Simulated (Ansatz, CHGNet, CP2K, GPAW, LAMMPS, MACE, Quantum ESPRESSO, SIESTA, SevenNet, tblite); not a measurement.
# Glassy 60SiO2-7Al2O3-17Li2O-17SrO (mol %) (89 atoms) in GPAW

Wanted: GPAW inputs and outputs for glassy 60SiO2-7Al2O3-17Li2O-17SrO (mol %) (89 atoms), checked against a plane-wave reference.

Main program and level: GPAW 26.7.0; the method is named at each step.

### Step 1. The structure

The cell holds 89 atoms: 18 Si, 4 Al, 10 Li, 5 Sr and 52 O. Cell: a = 10.427 Å, b = 10.427 Å, c = 10.427 Å, α = 90.0°, β = 90.0°, γ = 90.0°. 89 atoms (18 Si, 4 Al, 10 Li, 5 Sr, 52 O) placed at random at 2.76 g/cm³, melted at 4000 K for 10 ps at fixed volume with the Morse and Coulomb pair potential with partial charges (Pedone, Malavasi, Menziani, Cormack and Segre, J. Phys. Chem. B 110, 11780 (2006)). Quenched from 4000 K to 300 K at 50 K/ps and fixed volume, held 10 ps at zero pressure.

The yardstick, on the same geometry:

| Property | Result |
| --- | --- |
| method | Kohn-Sham DFT, PBE, SSSP efficiency 1.3.0 pseudopotentials, plane waves (Quantum ESPRESSO 7.5); sssp-pbe-1.3.0-efficiency, cutoffs 60/480 Ry, Γ point |
| r.m.s. force component | 1.466 eV/Å |
| longest force | 6.641 eV/Å |
| pressure | 4.549 GPa |
| gap (highest filled to lowest empty level) | 2.469 eV |
| time | 2.5 min on 4 MPI ranks of Arm Neoverse V2, shared host |
| CPU time | 10 min |

### Step 2. PBE, LCAO dzp, h 0.18 Å

Method: Kohn-Sham DFT, PBE, PAW, atomic orbitals (dzp).

run.py

```python
import numpy as np
from ase.io import read
from gpaw import GPAW, FermiDirac

atoms = read("structure.xyz")
atoms.calc = GPAW(
    mode="lcao",
    basis="dzp",
    h=0.18,
    xc="PBE",
    kpts={"size": (1, 1, 1), "gamma": True},
    occupations=FermiDirac(0.05),
    maxiter=200,
    symmetry={"point_group": False},
    txt="gpaw.txt",
)
energy = atoms.get_potential_energy(force_consistent=True)
forces = atoms.get_forces()
print(f"energy {energy:.6f} eV")
print("forces (eV/A)")
for i, (a, f) in enumerate(zip(atoms, forces)):
    print(f"{i:4d} {a.symbol:2s} {f[0]:10.5f} {f[1]:10.5f} {f[2]:10.5f}")
print(f"Fermi level {atoms.calc.get_fermi_level():.4f} eV")
for k in range(len(atoms.calc.get_ibz_k_points())):
    for s in range(atoms.calc.get_number_of_spins()):
        e = atoms.calc.get_eigenvalues(kpt=k, spin=s)
        n = np.searchsorted(e, atoms.calc.get_fermi_level())
        print(f"k {k} spin {s} levels about the Fermi level:", np.round(e[max(n - 6, 0):n], 4).tolist(), "|", np.round(e[n:n + 6], 4).tolist())
```

structure.xyz

```xyz
89
Lattice="10.42707 0.00000 0.00000 0.00000 10.42707 0.00000 0.00000 0.00000 10.42707" Properties=species:S:1:pos:R:3 pbc="T T T"
Si 4.05519 0.43387 0.85398
Si 3.09674 2.02462 5.90214
Si 7.29019 3.02197 7.90455
Si 7.70321 7.30708 9.14120
Si 4.84098 0.20281 3.99805
Si 9.05695 2.73471 1.58648
Si 7.02263 7.49435 3.08787
Si 5.31113 4.93440 2.72511
Si 7.04422 7.86284 6.28127
Si 2.51657 4.13089 3.66814
Si 1.53372 1.85122 1.65415
Si 1.21528 8.66938 6.26719
Si 4.10065 8.06774 5.61811
Si 6.96445 4.51586 0.10281
Si 0.83542 9.49906 3.21894
Si 0.27726 2.32107 6.76435
Si 2.47820 5.52770 10.02761
Si 6.82942 4.65433 5.28746
Al 2.42940 8.24844 1.03478
Al 10.28537 9.03589 9.37738
Al 9.87141 4.32317 4.39584
Al 8.40453 0.21344 7.69695
Li 2.26591 8.53904 8.78793
Li 2.62283 2.48279 8.94538
Li 10.40893 3.52164 9.73336
Li 1.69805 6.69877 4.38187
Li 5.49590 8.45698 0.61207
Li 7.18373 0.98338 10.22739
Li 6.62275 0.67609 2.36611
Li 3.86114 7.30479 3.06379
Li 8.39525 9.71740 1.34885
Li 4.67612 2.93459 9.67570
Sr 10.30539 5.43647 7.71728
Sr 10.41164 6.24008 1.49816
Sr 8.70316 0.29008 4.28448
Sr 4.21994 5.04764 7.39748
Sr 5.10363 10.25075 8.04532
O 8.38691 4.93555 5.02126
O 4.54203 0.65273 2.43003
O 7.23430 6.02487 10.08798
O 6.42182 3.72330 9.20627
O 5.17162 0.98056 10.40288
O 5.37588 8.23551 6.56989
O 3.73623 9.33671 0.68631
O 7.60999 6.95590 7.57141
O 1.57824 1.54613 5.99869
O 6.00495 5.87941 5.76116
O 1.25021 0.55045 2.70562
O 0.77004 7.14202 6.15875
O 2.85243 8.82766 6.40441
O 7.88141 9.30939 6.74225
O 3.84988 2.18583 7.30156
O 9.43066 3.16451 3.13427
O 2.98642 3.40214 5.03534
O 7.25453 7.84554 4.67456
O 7.09823 1.43487 7.99037
[... 29 atom lines left out ...]
O 6.76602 8.74643 2.21210
O 3.97678 0.96586 5.08758
O 2.22868 2.87933 2.58143
O 9.04371 10.20560 9.36121
```

Launch:

```console
$ OMP_NUM_THREADS=1 python run.py > output.txt
```

Output:

```text
energy -587.747154 eV
forces (eV/A)
   0 Si   -1.18311    0.92669    5.11350
   1 Si   -0.67021   -0.41100   -0.13167
   2 Si    1.95177    2.64804   -1.33663
   3 Si    1.86470   -0.44532    1.14293
   4 Si   -1.24424   -1.54416   -0.39338
   5 Si    1.65799   -0.27901    3.85661
   6 Si    3.00521   -2.85711   -0.12115
   7 Si    3.51023    1.99615    1.64638
   8 Si   -0.38395   -0.24653    0.31329
   9 Si   -1.18331   -3.78367   -0.55850
  10 Si   -1.45969   -2.92436    2.05883
  11 Si   -0.47893   -1.62288    0.38335
  12 Si   -0.74688    3.10890   -2.09755
  13 Si    1.51526    0.84423    1.01401
  14 Si    0.66928    0.39202    0.37257
  15 Si    0.02510   -1.89174   -0.76704
  16 Si    0.66980    3.78590   -3.90113
  17 Si    0.85424   -0.44596   -1.82629
  18 Al   -1.45311    0.47056    0.19932
  19 Al   -0.90983   -0.80247   -2.19777
  20 Al   -0.59356   -0.32297   -1.47390
  21 Al    1.73290   -0.31703    1.82263
  22 Li   -0.11224   -1.07488   -0.76752
  23 Li   -1.08636    0.30178   -0.52257
[...]
81 O    -1.00028   -2.02634    1.30916
  82 O    -0.85179    1.98686   -0.68532
  83 O     0.65493   -0.53836    0.14110
  84 O    -0.94957   -1.30163   -1.89568
  85 O    -0.67773    4.82239   -2.72374
  86 O    -0.80228   -0.04614    0.33147
  87 O     1.42146    2.40881    1.46737
  88 O    -1.46286    1.83486   -0.02568
Fermi level 5.1858 eV
k 0 spin 0 levels about the Fermi level: [2.9135, 2.9638, 3.1583, 3.2292, 3.8568, 4.0032] | [6.3563, 7.2555, 7.8478, 8.076, 8.1711, 8.2997]
```

gpaw.txt:

```text
Input parameters:
  mode=LCAO(),
  basis={'default': 'dzp'},
  h=0.18,
  kpts=MonkhorstPack(size=(1, 1, 1), gamma=True),
  maxiter=200,
  occupations=Occupations(name='fermi-dirac', width=0.05, fixmagmom=False),
  symmetry=Symmetry(point_group=False),
  xc=XC(name='PBE')
Unit cell  # Å
| periodic |         x |         y |         z |   lengths |    angles |
|----------|-----------|-----------|-----------|-----------|-----------|
|      yes | 10.427070 |  0.000000 |  0.000000 | 10.427070 | 90.000000 |
|      yes |  0.000000 | 10.427070 |  0.000000 | 10.427070 | 90.000000 |
|      yes |  0.000000 |  0.000000 | 10.427070 | 10.427070 | 90.000000 |
Number of symmetries: 1
Symmetry operations  # r_c * U_cc + t_c -> r_c
|   | kind |            matrix            |
|---|------|------------------------------|
| 0 |  E   |  1, 0, 0,  0, 1, 0,  0, 0, 1 |
BZ-sampling:
  Number of BZ points: 1
  Number of IBZ points: 1
  Monkhorst-Pack size: [1, 1, 1]
  Monkhorst-Pack shift: [0, 0, 0]
[... lines left out ...]
eigensolver:
density mixing:
  MSR1-Mixer
occupation numbers:
  Fermi-Dirac:
    width: 0.0500  # eV
FastPoissonSolver using
    Stencil: 6*3+1=19 point O(h^6) finite-difference Laplacian
xc functional:
  name: PBE with 2 nearest neighbor stencil
interpolation: tri-quintic # 5. degree polynomial
Initialization done in: 9.145 s
convergence criteria:
- Maximum [total energy] change in last 3 cyles: 0.0005 eV / valence electron
- Maximum integral of absolute [dens]ity change: 0.0001 electrons / valence electron
- Maximum integral of absolute [eigenst]ate change: 4e-08 eV^2 / valence electron
maximum number of iterations: 200
SCF iterations
|iter     |      energy | eigst |  dens |
|---------|-------------|-------|-------|
|iter:   1| -642.751650 |      c|       |
|iter:   2| -628.414583 |      c| -0.79 |
|iter:   3| -587.143848 |      c| -0.84 |
|iter:   4| -587.527565 |      c| -1.43 |
|iter:   5| -587.793205 |      c| -1.72 |
|iter:   6| -587.748348 |      c| -2.26 |
|iter:   7| -587.747466c|      c| -3.00 |
|iter:   8| -587.747162c|      c| -3.37 |
|iter:   9| -587.747154c|      c| -3.87 |
|iter:  10| -587.747154c|      c| -4.32c|
Converged in 10 steps
SCF loop duration: 149.094 s (14.909 s/step)
Energy contributions relative to reference atoms: (reference = -709003.937464)
Energy contributions:
  Kinetic:         761.324547
  Coulomb:        -659.301836
  Zero:              9.909301
  External:          0.000000
  Xc:             -699.679166
  Entropy:          -0.000000
  Spinorbit:         0.000000
  ----------------------------
  Free energy:    -587.747154
  Extrapolated:   -587.747154
dipole moment: (32.572562, -30.980804, 11.927341)  # |e|*Ang
Fermi level: 5.186
Eigenvalues  # (at kpt = [0.000, 0.000, 0.000])
| band index |      eig [eV] | occ [0-2] |
|------------|---------------|-----------|
|          0 |       -31.551 |     2.000 |
|        ... |               |           |
|        220 |         2.769 |     2.000 |
|        221 |         2.816 |     2.000 |
[...]
|        235 |         8.486 |     0.000 |
|        ... |               |           |
|        277 |        11.278 |     0.000 |
Gap: 2.353 eV
Transition (v -> c):
  (s=0, k=0, n=227, [0.00, 0.00, 0.00]) -> (s=0, k=0, n=228, [0.00, 0.00, 0.00])
No difference between direct/indirect transitions
Force computation time: 35.696  # s
timing:  # [seconds]
  Total:  193.958  # ━━━━━━━━━━━━━━━━━━━━━━━━━━━━━━━━━━━━━━━━━━━━━━━━━━━━━━━━
  Init:     9.145  # ━━╸
  SCF:    149.094  # ━━━━━━━━━━━━━━━━━━━━━━━━━━━━━━━━━━━━━━━━━━━
  Forces:  35.696  # ━━━━━━━━━━╸
```

Wall time 3.2 min (1 thread of Arm Neoverse V2, shared host); peak memory 1.7 GiB.

Banners, paths, timers and routine set-up lines are dropped from the logs unmarked, and long logs keep their key lines alone; longer cuts are marked.

Numbers from this run, and their distance from the reference:

```
r.m.s. force component                           : 1.722 eV/Å
r.m.s. difference of force components            : 338 meV/Å
longest difference of force vectors              : 1124 meV/Å
force difference over r.m.s. force               : 23.05 %
slope of forces against the reference's          : 1.163
correlation of force components                  : 0.9904
gap (highest filled to lowest empty level) : 2.353 eV
gap difference                                   : -0.116 eV
```

Length of the force difference by element (eV/Å):

```csv
element,atoms,mean,most
Al,4,0.18,0.30
Li,10,0.14,0.24
O,52,0.70,1.1
Si,18,0.27,0.39
Sr,5,0.14,0.16
```

Levels nearest the highest filled one (eV from it): -1.09, -1.04, -0.84, -0.77, -0.15, 0.00, 2.35, 3.25, 3.84, 4.07, 4.17, 4.30.

The surroundings of Al22, one of the 4 Al atoms, nearest first, numbered as they follow in the input and with coordinates relative to it.

```csv
atom,x,y,z,distance (Å),Fx,Fy,Fz (eV/Å)
Al22,0.00,0.00,0.00,0.00,1.73,-0.32,1.82
O51,-0.52,-1.33,-0.95,1.72,-1.34,-0.50,-1.43
O61,1.06,1.00,-0.92,1.73,0.62,0.35,-1.97
O56,-1.31,1.22,0.29,1.81,-1.57,-2.59,1.32
O89,0.64,-0.43,1.66,1.84,-1.46,1.83,-0.03
Li28,-1.22,0.77,2.53,2.91,0.53,0.12,-0.33
Al20,1.88,-1.60,1.68,2.99,-0.91,-0.80,-2.20
Si3,-1.11,2.81,0.21,3.03,1.95,2.65,-1.34
O59,2.68,-1.42,-0.03,3.04,-0.48,1.10,2.89
```

Atoms are counted from 1 here, from 0 in the log.

Forces lie 23 % from the reference's, at 0.32 times its CPU time (on 1 against 4 cores).

The difference per atom is largest on O (0.70 eV/Å on average, against 0.27 on Si). The forces add up to 0.68 eV/Å instead of zero, usually a sign of too coarse a grid.

### Step 3. PBE, LCAO dzp, h 0.22 Å

Method: Kohn-Sham DFT, PBE, PAW, atomic orbitals (dzp).

run.py, as its differences from that of step 2:

```diff
@@ -8,3 +8,3 @@
     basis="dzp",
-    h=0.18,
+    h=0.22,
     xc="PBE",
```

structure.xyz is that of step 2.

Output:

```text
energy -577.868096 eV
forces (eV/A)
   0 Si   -1.19712    0.91788    5.10654
   1 Si   -0.67884   -0.39770   -0.12190
   2 Si    1.94872    2.64137   -1.33735
   3 Si    1.87121   -0.43265    1.13842
   4 Si   -1.23613   -1.54228   -0.39498
   5 Si    1.65754   -0.26546    3.86452
[...]
86 O    -0.50288    0.07012    0.51337
  87 O     1.64601    2.60220    1.30013
  88 O    -1.61314    1.73566    0.15469
Fermi level 5.1876 eV
k 0 spin 0 levels about the Fermi level: [2.9181, 2.9664, 3.162, 3.2324, 3.8594, 4.0069] | [6.3565, 7.2565, 7.8505, 8.0767, 8.1723, 8.3019]
```

gpaw.txt:

```text
Input parameters:
  mode=LCAO(),
  basis={'default': 'dzp'},
  h=0.22,
  kpts=MonkhorstPack(size=(1, 1, 1), gamma=True),
  maxiter=200,
  occupations=Occupations(name='fermi-dirac', width=0.05, fixmagmom=False),
[... lines left out ...]
  Fermi-Dirac:
[... lines left out ...]
convergence criteria:
- Maximum [total energy] change in last 3 cyles: 0.0005 eV / valence electron
[... lines left out ...]
Converged in 10 steps
[... lines left out ...]
  Free energy:    -577.868096
[... lines left out ...]
Fermi level: 5.188
[... lines left out ...]
|        ... |               |           |
|        277 |        11.280 |     0.000 |
Gap: 2.350 eV
Transition (v -> c):
  (s=0, k=0, n=227, [0.00, 0.00, 0.00]) -> (s=0, k=0, n=228, [0.00, 0.00, 0.00])
No difference between direct/indirect transitions
Force computation time: 24.236  # s
timing:  # [seconds]
  Total:  133.764  # ━━━━━━━━━━━━━━━━━━━━━━━━━━━━━━━━━━━━━━━━━━━━━━━━━━━━━━━━
  Init:     8.057  # ━━━╸
  SCF:    101.447  # ━━━━━━━━━━━━━━━━━━━━━━━━━━━━━━━━━━━━━━━━━━╸
  Forces:  24.236  # ━━━━━━━━━━
```

The job ended after 2.3 min (1 thread; peak memory 1.1 GiB).

Compared with the plane-wave run:

```yaml
r_m_s_force_component: 1.724 eV/Å
r_m_s_difference_of_force_components: 362 meV/Å
longest_difference_of_force_vectors: 1284 meV/Å
force_difference_over_r_m_s_force: 24.69 %
slope_of_forces_against_the_reference_s: 1.161
correlation_of_force_components: 0.9872
spacing_of_highest_filled_and_lowest_empty_level: 2.35 eV
gap_difference: -0.1195 eV
energy_less_the_same_level_run_s: 111 meV/atom
r_m_s_force_difference_from_the_same_level_run: 128.1 meV/Å
```

This is a coarse setting, run to see what it loses.

Against the first run (23 %), the force difference from the reference is 25 %, at 0.69 times the CPU time: the grid matters here.

The difference per atom is largest on O (0.75 eV/Å on average, against 0.27 on Si). The forces add up to 1.2 eV/Å instead of zero, usually a sign of too coarse a grid.

### Step 4. PBE, LCAO szp(dzp), h 0.18 Å

Method: Kohn-Sham DFT, PBE, PAW, atomic orbitals (szp(dzp)).

run.py, as its differences from that of step 3:

```diff
@@ -7,4 +7,4 @@
     mode="lcao",
-    basis="dzp",
-    h=0.22,
+    basis="szp(dzp)",
+    h=0.18,
     xc="PBE",
```

structure.xyz is that of step 3.

Output:

```text
energy -567.931603 eV
forces (eV/A)
   0 Si   -0.79525    0.96333    4.81891
   1 Si   -0.75032   -0.64760    0.21867
   2 Si    2.62631    2.64996   -1.32387
   3 Si    1.64066   -0.01439    1.25585
   4 Si   -1.05080   -1.52649   -0.32513
   5 Si    1.38777   -0.42249    4.10179
   6 Si    3.47563   -2.82394   -0.64434
   7 Si    3.74053    1.84242    1.85543
   8 Si   -0.33452   -0.46837    0.13504
   9 Si   -1.42803   -3.76942   -0.45843
  10 Si   -1.26421   -2.86772    2.34219
  11 Si   -0.74825   -1.88639    0.57758
[...]
84 O    -1.01254   -1.30085   -1.89938
  85 O    -0.65986    4.80435   -2.74603
  86 O    -0.79072   -0.06787    0.29607
  87 O     1.27260    2.27387    1.28333
  88 O    -1.45636    1.75506   -0.07473
Fermi level 5.4111 eV
k 0 spin 0 levels about the Fermi level: [3.1696, 3.2002, 3.409, 3.5005, 4.131, 4.2796] | [6.5367, 7.4147, 7.9963, 8.2904, 8.4147, 8.4852]
```

gpaw.txt:

```text
Input parameters:
  mode=LCAO(),
  basis={'default': 'szp(dzp)'},
  h=0.18,
  kpts=MonkhorstPack(size=(1, 1, 1), gamma=True),
  maxiter=200,
  occupations=Occupations(name='fermi-dirac', width=0.05, fixmagmom=False),
  symmetry=Symmetry(point_group=False),
  xc=XC(name='PBE')
[... lines left out ...]
  Fermi-Dirac:
[... lines left out ...]
convergence criteria:
- Maximum [total energy] change in last 3 cyles: 0.0005 eV / valence electron
[... lines left out ...]
Converged in 10 steps
[... lines left out ...]
  Free energy:    -567.931603
[... lines left out ...]
Fermi level: 5.411
[... lines left out ...]
|          0 |       -31.508 |     2.000 |
|        ... |               |           |
|        220 |         2.994 |     2.000 |
|        221 |         3.108 |     2.000 |
[...]
|        235 |         8.706 |     0.000 |
|        ... |               |           |
|        277 |        11.520 |     0.000 |
Gap: 2.257 eV
Transition (v -> c):
  (s=0, k=0, n=227, [0.00, 0.00, 0.00]) -> (s=0, k=0, n=228, [0.00, 0.00, 0.00])
No difference between direct/indirect transitions
Force computation time: 26.120  # s
timing:  # [seconds]
  Total:  146.928  # ━━━━━━━━━━━━━━━━━━━━━━━━━━━━━━━━━━━━━━━━━━━━━━━━━━━━━━━━
  Init:     7.504  # ━━━
  SCF:    113.284  # ━━━━━━━━━━━━━━━━━━━━━━━━━━━━━━━━━━━━━━━━━━━
  Forces:  26.120  # ━━━━━━━━━━
```

It took 2.5 min on 1 thread; peak memory 1.6 GiB.

Compared with the plane-wave run:

| Quantity | Value |
| --- | --- |
| r.m.s. force component | 1.735 eV/Å |
| r.m.s. difference of force components | 374.3 meV/Å |
| longest difference of force vectors | 1083 meV/Å |
| force difference over r.m.s. force | 25.53 % |
| slope of forces against the reference's | 1.167 |
| correlation of force components | 0.9866 |
| gap (highest filled to lowest empty level) | 2.257 eV |
| gap difference | -0.212 eV |

This is a coarse setting, run to see what it loses.

Against the first run (23 %), the force difference from the reference is 26 %, at 0.76 times the CPU time, with 786 basis functions against 1157: the smaller basis costs accuracy.

The forces add up to 0.67 eV/Å instead of zero, usually a sign of too coarse a grid.

### Step 5. Another try, on a changed input

run.py, as its differences from that of step 4:

```diff
@@ -7,3 +7,3 @@
     mode="lcao",
-    basis="szp(dzp)",
+    basis="dzp",
     h=0.18,
@@ -12,4 +12,5 @@
     occupations=FermiDirac(0.05),
-    maxiter=200,
+    maxiter=60,
     symmetry={"point_group": False},
+    nbands=119,
     txt="gpaw.txt",
```

structure.xyz is that of step 4.

Output:

```text
ValueError: Too few bands!  Electrons: 456.0, bands: 119
```

gpaw.txt:

```text
Input parameters:
  mode=LCAO(),
  basis={'default': 'dzp'},
  h=0.18,
  kpts=MonkhorstPack(size=(1, 1, 1), gamma=True),
  maxiter=60,
  nbands=119,
  occupations=Occupations(name='fermi-dirac', width=0.05, fixmagmom=False),
  symmetry=Symmetry(point_group=False),
  xc=XC(name='PBE')
timing:  # [seconds]
  Total: 0.162  # ━━━━━━━━━━━━━━━━━━━━━━━━━━━━━━━━━━━━━━━━━━━━━━━━━━━━━━━━━━━
  Init:  0.145  # ━━━━━━━━━━━━━━━━━━━━━━━━━━━━━━━━━━━━━━━━━━━━━━━━━━━━━
```

Elapsed: 2.2 s, on 1 thread; peak memory 0.13 GiB.

The program stopped at the start. The fault in the input: too few bands (bands 119).

### Step 6. The ladder

Differences are against the plane-wave reference, forces as r.m.s. over components; share is that over the reference's r.m.s. force, slope the least-squares factor from reference forces to these. Total energies of different programs have different zeros and aren't compared.

```csv
run,"Δ force, r.m.s. (meV/Å)",share (%),slope,Δ gap (eV),cores,CPU time,memory (GiB)
reference,-,-,-,-,4,10 min,3.6
"GPAW PBE, LCAO dzp, h 0.18 Å",338,23.1,1.163,-0.116,1,3.2 min,1.7
"GPAW PBE, LCAO dzp, h 0.22 Å (coarse)",362,24.7,1.161,-0.119,1,2.2 min,1.1
"GPAW PBE, LCAO szp(dzp), h 0.18 Å (coarse)",374,25.5,1.167,-0.212,1,2.5 min,1.6
```

Rows marked coarse were listed beforehand as settings not expected to be converged; some can still land near the reference.

CPU time is summed over cores on a shared host, where runs went side by side, so it is rough. Symmetry, cutoffs, thresholds, outputs and thread counts weren't matched or tuned between programs; memory under MPI is the largest rank's times the ranks.

Within one program, basis, potentials and functional, energies share a zero. Each run against its twin at the usual cutoff or grid and solver:

```csv
run,twin,Δ energy (meV/atom),"Δ force, r.m.s. (meV/Å)",CPU time over the twin's
"GPAW PBE, LCAO dzp, h 0.22 Å","LCAO dzp, h 0.18 Å",111,128,0.69
```

### Step 7. Outcome

```json
{
  "nearest in forces": "GPAW PBE, LCAO dzp, h 0.18 Å, 23 %",
  "its CPU time": "3.2 min"
}
```

In words: The PBE run in local orbitals, coarse settings apart, differs by 23 % (GPAW PBE, LCAO dzp, h 0.18 Å); basis, grid and potentials can all enter. Runs with settings chosen to be coarse differ by 25 % (GPAW PBE, LCAO dzp, h 0.22 Å) to 26 % (GPAW PBE, LCAO szp(dzp), h 0.18 Å), their programs' other errors included. Of the electronic-structure runs that take under half the reference's CPU time, GPAW PBE, LCAO dzp, h 0.18 Å comes nearest, at 23 % in 3.2 min against 10 min. GPAW PBE, LCAO szp(dzp), h 0.18 Å stiffens the forces by a factor of 1.17 while following their directions (correlation 0.987); the slopes of the 3 GPAW runs lie between 1.16 and 1.17. At the same functional, gaps differ from the reference's 2.47 eV by between -0.21 and -0.12 eV. The potentials hold different valence shells: 476 electrons in the reference, 456 in GPAW; this bears on time and differences. The quench rate of 50 K/ps is many orders above laboratory rates, so the cell is likely richer in defects and strain than a real sample. The network of bonds at the start is that of the classical potential that made the cell, and needn't be the one that DFT or experiment would give. The reference's stress is far from hydrostatic: its diagonal is 5.9, 5.6, 2.1 GPa, compression counted positive. The electronic-structure runs sample only Γ, in a cell whose shortest periodic width is 10 Å.

[Also dropped from logs without a mark: logging warnings of Python, and SIESTA's first energy breakdown and zero terms.]

[Logs are printed without paths, hosts, clocks, repeated set-up lines and the standing remarks that a program may print on its own settings, such as how far it seeks lower states.]

[Hosts, paths, dates, database ids (printed as entryN), source tags and the programs' standing remarks are cut or masked in the printed files.]
